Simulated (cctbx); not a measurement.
# Interatomic vectors of BaSrMg4Sn4

Space group P4/nmm (no. 129, origin choice 1), a = 4.8950 Å, b = 4.8950 Å, c = 24.3580 Å, α = 90.00°, β = 90.00°, γ = 90.00°, content Ba2 Sn8 Sr2 Mg8.

Simulated single-crystal data (cctbx): Mo Kα, λ = 0.71073 Å, to d = 0.84 Å, 70 % of the full sphere, strongest reflection 70000 counts, noise from counting, a 1.5 % proportional error and a noise floor of 8 counts (s.d.); no absorption, some extinction.

Patterson synthesis from sharpened amplitudes, origin scaled to 1000:

```text
Patterson group P 4/m m m
      u       v       w   height  length (A)
  0.000   0.000   0.000   1000.0     0.00
  0.500   0.500   0.251    705.0     7.03
  0.000   0.000   0.500    670.1    12.18
  0.500   0.500   0.060    475.0     3.76
  0.000   0.000   0.192    468.2     4.66
  0.500   0.500   0.443    413.5    11.33
  0.000   0.000   0.311    395.4     7.59
  0.000   0.500   0.371    239.2     9.36
  0.000   0.500   0.314    229.4     8.03
  0.000   0.500   0.185    229.0     5.12
  0.500   0.500   0.131    219.1     4.71
  0.000   0.500   0.435    213.2    10.87
  0.000   0.500   0.124    191.6     3.88
  0.500   0.500   0.368    180.8     9.61
```

Q: Assign the vectors.

A peak at u stands for all pairs with xi − xj = u, with weight Σ ZiZj against Σ Z² = 30312 at the origin. Peak heights follow these weights only roughly, since form factors, motion and series ripples differ, all vectors within 0.55 Å of a peak are counted as merged into it though the farther ones add only part of their weight, and F(000) is left out, which lowers the whole map:

| u | v | w | shortest length (Å) | height | 1000 ΣZiZj/ΣZ² | pairs in the cell |
| --- | --- | --- | --- | --- | --- | --- |
| 0.500 | 0.500 | 0.251 | 7.03 | 705 | 799 | 4 × Sn–Sn, 8 × Sn–Mg, 2 × Ba–Sr, 1 × Ba–Ba, 1 × Sr–Sr, 4 × Mg–Mg |
| 0.000 | 0.000 | 0.500 | 12.18 | 670 | 788 | 4 × Sn–Sn, 4 × Ba–Sr, 8 × Sn–Mg, 4 × Mg–Mg |
| 0.500 | 0.500 | 0.060 | 3.76 | 475 | 525 | 4 × Ba–Sn, 2 × Sn–Sr, 2 × Sr–Mg |
| 0.000 | 0.000 | 0.192 | 4.68 | 468 | 525 | 4 × Ba–Sn, 2 × Sn–Sr, 2 × Sr–Mg |
| 0.500 | 0.500 | 0.443 | 11.33 | 414 | 480 | 4 × Sn–Sr, 2 × Ba–Sn, 2 × Ba–Mg |
| 0.000 | 0.000 | 0.311 | 7.58 | 395 | 480 | 4 × Sn–Sr, 2 × Ba–Sn, 2 × Ba–Mg |
| 0.000 | 0.500 | 0.371 | 9.36 | 239 | 289 | 2 × Ba–Sn, 4 × Sr–Mg, 2 × Ba–Mg |
| 0.000 | 0.500 | 0.314 | 8.03 | 229 | 254 | 2 × Sn–Sn, 4 × Sn–Mg, 2 × Mg–Mg |
| 0.000 | 0.500 | 0.185 | 5.13 | 229 | 254 | 2 × Sn–Sn, 4 × Sn–Mg, 2 × Mg–Mg |
| 0.500 | 0.500 | 0.131 | 4.71 | 219 | 252 | 3 × Sn–Sn, 1 × Mg–Mg |

The table stops at ten peaks or at a height of 45, below which ripples compete. In the model behind the data Ba, the heaviest element, has 1 independent site: (1/2, 0, 0.1304), up to an allowed shift of origin; the Ba–Ba vectors are differences of these positions and their symmetry mates. Elements of similar Z can't be told apart from the map alone. The whole model:

| atom | mult. | x | y | z | Ueq (Å²) |
| --- | --- | --- | --- | --- | --- |
| Ba1 | 2 | 1/2 | 0 | 0.1304 | 0.0027 |
| Sn1 | 2 | 0 | 1/2 | 0.0664 | 0.0039 |
| Sn2 | 2 | 0 | 1/2 | 0.1867 | 0.0028 |
| Sn3 | 2 | 1/2 | 1/2 | 1/2 | 0.0028 |
| Sn4 | 2 | 0 | 1/2 | 0.6824 | 0.0029 |
| Sr1 | 2 | 1/2 | 0 | 0.6211 | 0.0026 |
| Mg1 | 2 | 0 | 1/2 | 0.5667 | 0.0044 |
| Mg2 | 2 | 0 | 0 | 0 | 0.0049 |
| Mg3 | 4 | 1/2 | 1/2 | 0.2488 | 0.0053 |

This is a model crystal, built by substitution and not relaxed, with assumed displacement parameters.

[Logs are printed without paths, hosts, clocks, repeated set-up lines and the standing remarks that a program may print on its own settings, such as how far it seeks lower states.]
